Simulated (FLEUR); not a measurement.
# Anisotropy of FePt (volume factor 1.08 on the database's cell) with FLEUR, part 2 of 2

Aim: the anisotropy of FePt (volume factor 1.08 on the database's cell) from single passes in the potential of one collinear state.

FLEUR MaX-R8.1; PBE; all-electron FLAPW, Dirac cores, scalar-relativistic bands.

So far. Step 2 (The magnetic state): After 25 cycles the largest moment stands at 3.11 μB.

**5. Spin–orbit coupling, moments along [001]**

Level of this step: PBE; all-electron FLAPW, Dirac cores, scalar-relativistic bands with spin-orbit coupling (FLEUR).

Spin–orbit coupling ties the spins to the lattice and lets orbital moments form.

A new self-consistent run of the start ferro +, with the moments along z. The k list default-1 (kpts.xml, not shown) is a Γ-centred 20×20×15 mesh.

File inp.xml:

```
<?xml version="1.0" encoding="UTF-8" standalone="no"?>
<fleurInput fleurInputVersion="0.39">
   <comment>
      FePt
   </comment>
   <calculationSetup>
      <cutoffs Kmax="3.6" Gmax="10.8" GmaxXC="10.8" numbands="72"/>
      <scfLoop itmax="110" minDistance="0.00002" maxIterBroyd="15" imix="Anderson" alpha="0.05" precondParam="0.0" spinf="2.0" sdNocoIR="T"/>
      <coreElectrons ctail="T" frcor="F" kcrel="0" coretail_lmax="0"/>
      <xcFunctional name="pbe" relativisticCorrections="F"/>
      <magnetism jspins="2"/>
      <soc l_soc="T" theta="0.0" phi="0.0" spav="F"/>
      <expertModes spex="0" secvar="F"/>
      <geometryOptimization l_f="F" forcealpha="1.0" forcemix="BFGS" epsdisp="0.00001" epsforce="0.00001"/>
      <ldaU l_linMix="F" mixParam="0.05" spinf="1.0"/>
   </calculationSetup>
   <cell>
      <bzIntegration valenceElectrons="32.0" mode="hist" fermiSmearingEnergy="0.00183747">
         <kPointListSelection listName="default-1"/>
         <xi:include xmlns:xi="http://www.w3.org/2001/XInclude" href="kpts.xml"> </xi:include>
      </bzIntegration>
      <xi:include xmlns:xi="http://www.w3.org/2001/XInclude" href="sym.xml"> </xi:include>
      <bulkLattice scale="1.0">
         <bravaisMatrix>
            <row-1>    5.2804082118231923     0.0000000000000000     0.0000000000000000</row-1>
            <row-2>    0.0000000000000000     5.2804082118231923     0.0000000000000000</row-2>
            <row-3>    0.0000000000000000     0.0000000000000000     7.2124540348876822</row-3>
         </bravaisMatrix>
      </bulkLattice>
   </cell>
   <atomSpecies>
      <species name="Iron (Fe) 2.800" element="Fe" atomicNumber="26">
         <mtSphere radius="2.53" gridPoints="837" logIncrement="0.015"/>
         <atomicCutoffs lmax="10" lnonsphr="8"/>
         <electronConfig flipSpins="F">
            <coreConfig>(1s1/2) (2s1/2) (2p1/2) (2p3/2)</coreConfig>
            <valenceConfig>(3s1/2) (3p1/2) (3p3/2) (4s1/2) (3d3/2) (3d5/2)</valenceConfig>
            <stateOccupation state="(3d3/2)" spinUp="1.4" spinDown="1.0"/>
            <stateOccupation state="(3d5/2)" spinUp="3.0" spinDown="0.6"/>
         </electronConfig>
         <energyParameters s="4" p="4" d="3" f="4"/>
         <lo type="SCLO" l="0" n="3" eDeriv="0"/>
         <lo type="SCLO" l="1" n="3" eDeriv="0"/>
      </species>
      <species name="Platinum (Pt)" element="Pt" atomicNumber="78">
         <mtSphere radius="2.53" gridPoints="837" logIncrement="0.016"/>
         <atomicCutoffs lmax="10" lnonsphr="8"/>
         <electronConfig flipSpins="F">
            <coreConfig>(1s1/2) (2s1/2) (2p1/2) (2p3/2) (3s1/2) (3p1/2) (3p3/2) (4s1/2) (3d3/2) (3d5/2) (4p1/2) (4p3/2) (5s1/2) (4d3/2) (4d5/2) (4f5/2) (4f7/2)</coreConfig>
            <valenceConfig>(5p1/2) (5p3/2) (6s1/2) (5d3/2) (5d5/2)</valenceConfig>
            <stateOccupation state="(6s1/2)" spinUp="0.500000" spinDown="0.500000"/>
            <stateOccupation state="(5d3/2)" spinUp="1.800000" spinDown="1.800000"/>
            <stateOccupation state="(5d5/2)" spinUp="2.700000" spinDown="2.700000"/>
         </electronConfig>
         <energyParameters s="6" p="6" d="5" f="5"/>
         <lo type="SCLO" l="1" n="5" eDeriv="0"/>
      </species>
   </atomSpecies>
   <atomGroups>
      <atomGroup species="Iron (Fe) 2.800">
         <relPos label="                   1">.0000000000 .0000000000 .0000000000</relPos>
         <force calculate="T" relaxXYZ="TTT"/>
      </atomGroup>
      <atomGroup species="Platinum (Pt)">
         <relPos label="                   2">1.000/2.000 1.000/2.000 1.000/2.000</relPos>
         <force calculate="T" relaxXYZ="TTT"/>
      </atomGroup>
   </atomGroups>
   <output dos="F" band="F" slice="F">
      <bandDOS minEnergy="-.5*Htr" maxEnergy="0.5*Htr" sigma="0.015" storeEVData="T"/>
      <plotting iplot="0" polar="F">
         <plot TwoD="T" vec1="  1.0  0.0  0.0" vec2="  0.0  1.0  0.0" vec3="  0.0  0.0  1.0" zero="  0.0  0.0  0.0" file="plot"/>
      </plotting>
      <moessbauerParams electricFieldGradient="F" isomerShift="F" coreHyperfine="F" valenceHyperfine="F"/>
   </output>
</fleurInput>
```

File crystal.txt:

```
FePt
&input film=F cartesian=F /
2.79427169000  0.00000000000  0.00000000000
0.00000000000  2.79427169000  0.00000000000
0.00000000000  0.00000000000  3.81666631000
1.8897261246
1.0 1.0 1.0

2
26 0.00000000000  0.00000000000  0.00000000000 : 2.800
78 0.50000000000  0.50000000000  0.50000000000

&soc 0.0000000 0.0000000 /
&kpt div1=20 div2=20 div3=15 gamma=T /
```

On the command line:

```sh
OMP_NUM_THREADS=1 inpgen -f crystal.txt > inpgen.log  # inp.xml is then edited as shown
OMP_NUM_THREADS=1 mpirun -n 4 fleur_MPI > fleur.log
```

Output:

```text
[banner, memory and clock lines left out]
Welcome to FLEUR        (www.flapw.de)
      MaX-Release 8.1          (www.max-centre.eu)

 ========== k-point set info ==========
 Selected k-point list: default-1
 k-point list type: mesh
 20 x 20 x 15
 Number of k points: 816

 [... set-up left out ...]
 Iteration:     1   Distance:      39.93792291 me/bohr^3
 Iteration:     2   Distance:      14.31522844 me/bohr^3
 Iteration:     3   Distance:      12.18449128 me/bohr^3
 Iteration:     4   Distance:       9.84398430 me/bohr^3
 Iteration:     5   Distance:      10.19786790 me/bohr^3
 Iteration:     6   Distance:       9.27118488 me/bohr^3
 Iteration:     7   Distance:       3.71642775 me/bohr^3
 Iteration:     8   Distance:       1.69531530 me/bohr^3
 Iteration:     9   Distance:       1.00105599 me/bohr^3
 Iteration:    10   Distance:       0.49218191 me/bohr^3
 Iteration:    11   Distance:       0.11328367 me/bohr^3
 Iteration:    12   Distance:       0.18155019 me/bohr^3
 Iteration:    13   Distance:       0.03109855 me/bohr^3
 Iteration:    14   Distance:       0.02004654 me/bohr^3
 Iteration:    15   Distance:       0.01245806 me/bohr^3
 Iteration:    16   Distance:       0.01133294 me/bohr^3
 Iteration:    17   Distance:       0.01139532 me/bohr^3
 Iteration:    18   Distance:       0.00278576 me/bohr^3
 Iteration:    19   Distance:       0.00164440 me/bohr^3
 Iteration:    20   Distance:       0.00052313 me/bohr^3
 Iteration:    21   Distance:       0.00022814 me/bohr^3
 Iteration:    22   Distance:       0.00006829 me/bohr^3
 Iteration:    23   Distance:       0.00001796 me/bohr^3

 ********************************************************************
 Run finished successfully
 Stop message:
   all done
 ********************************************************************

--- out.xml (last complete iteration) ---
<iteration numberForCurrentRun="   23" overallNumber="   23">
         [... left out ...]
         <bandgap value="0.0000000000" units="eV"/>
         <sumValenceSingleParticleEnergies value="-19.8801366876" units="Htr"/>
         <FermiEnergy value="0.3753964796" units="Htr"/>
         [... left out ...]
         <magneticMomentsInMTSpheres units="muBohr">
            <globalMagMoment atomType="1" vec="0.00000   0.00000   3.08970"/>
            <globalMagMoment atomType="2" vec="0.00000   0.00000   0.36940"/>
         </magneticMomentsInMTSpheres>
         <orbitalMomentsInMTSpheres units="muBohr">
            <globalMagMoment atomType="1" vec="0.00000   0.00000   0.07175"/>
            <globalMagMoment atomType="2" vec="0.00000   0.00000   0.05753"/>
         </orbitalMomentsInMTSpheres>
         [... left out ...]
         <totalEnergy value="   -19719.5916913888" units="Htr">
            <sumOfEigenvalues value="   -12066.8233986562">
               <coreElectrons value="-12046.9432619686"/>
               <valenceElectrons value="-19.8801366876"/>
            </sumOfEigenvalues>
         [... left out ...]
            <freeEnergy value="-19719.5921473918"/>
            <extrapolationTo0K value="-19719.5919193903"/>
         </totalEnergy>
         <densityConvergence units="me/bohr^3">
            <chargeDensity spin="1" distance="0.0000105358"/>
            <chargeDensity spin="2" distance="0.0000128386"/>
            <overallChargeDensity distance="0.0000151374"/>
            <spinDensity distance="0.0000179590"/>
         </densityConvergence>
      </iteration>
```

The job ended after 8.5 min (4 MPI ranks of Intel Xeon Platinum 8488C (Sapphire Rapids), shared host; peak memory 1 GiB; 34 min of CPU time).

Numbers from this step:

```yaml
free_energy: -536597.4385 eV
program_s_band_gap_on_this_mesh_in_a_metal_only_a_level_spacing: 0 eV
magnetization: 3.386 μB
final_state: ferromagnetic
largest_moment: 3.090 μB
orbital_moment_along_the_spin: 0.07175 μB
```

Orbital moment in the sphere, along the spin axis by atom:

```csv
atom,"orbital moment in the sphere, along the spin axis (μB)"
Fe1,0.0717
Pt2,0.0575
```

**6. What came out**

```json
{
 "reference state": "ferromagnetic",
 "largest sphere moment": "3.11 μB",
 "easy direction of those tried": "[001]",
 "energy along [100] less [001], force theorem": "2.01 meV a primitive cell",
 "orbital moment on the atom of largest spin, along its spin (spin–orbit run)": "0.0717 μB"
}
```

In words: By the force theorem the moments prefer [001]; shape anisotropy is not in it. The difference for the second direction goes from 1.9 meV (mesh 14×14×10, 72 states, 6.3 min of CPU time) to 2.0 meV (mesh 20×20×15, 72 states, 18 min). The orbital moment is parallel to the spin. The state was typed, and no other order was converged beside it, so it need not be the ground state.

[Logs and program files are shortened in this print: banners, set-up blocks, solver, clock and traceback lines can be left out without a mark of their own.]

[Logs are printed without paths, hosts, clocks, repeated set-up lines and the standing remarks that a program may print on its own settings, such as how far it seeks lower states.]

[Hosts, paths, dates, database ids (printed as entryN), source tags and the programs' standing remarks are cut or masked in the printed files.]

[Where a cell is said to come from a database of computed structures, the database is the Materials Project.]
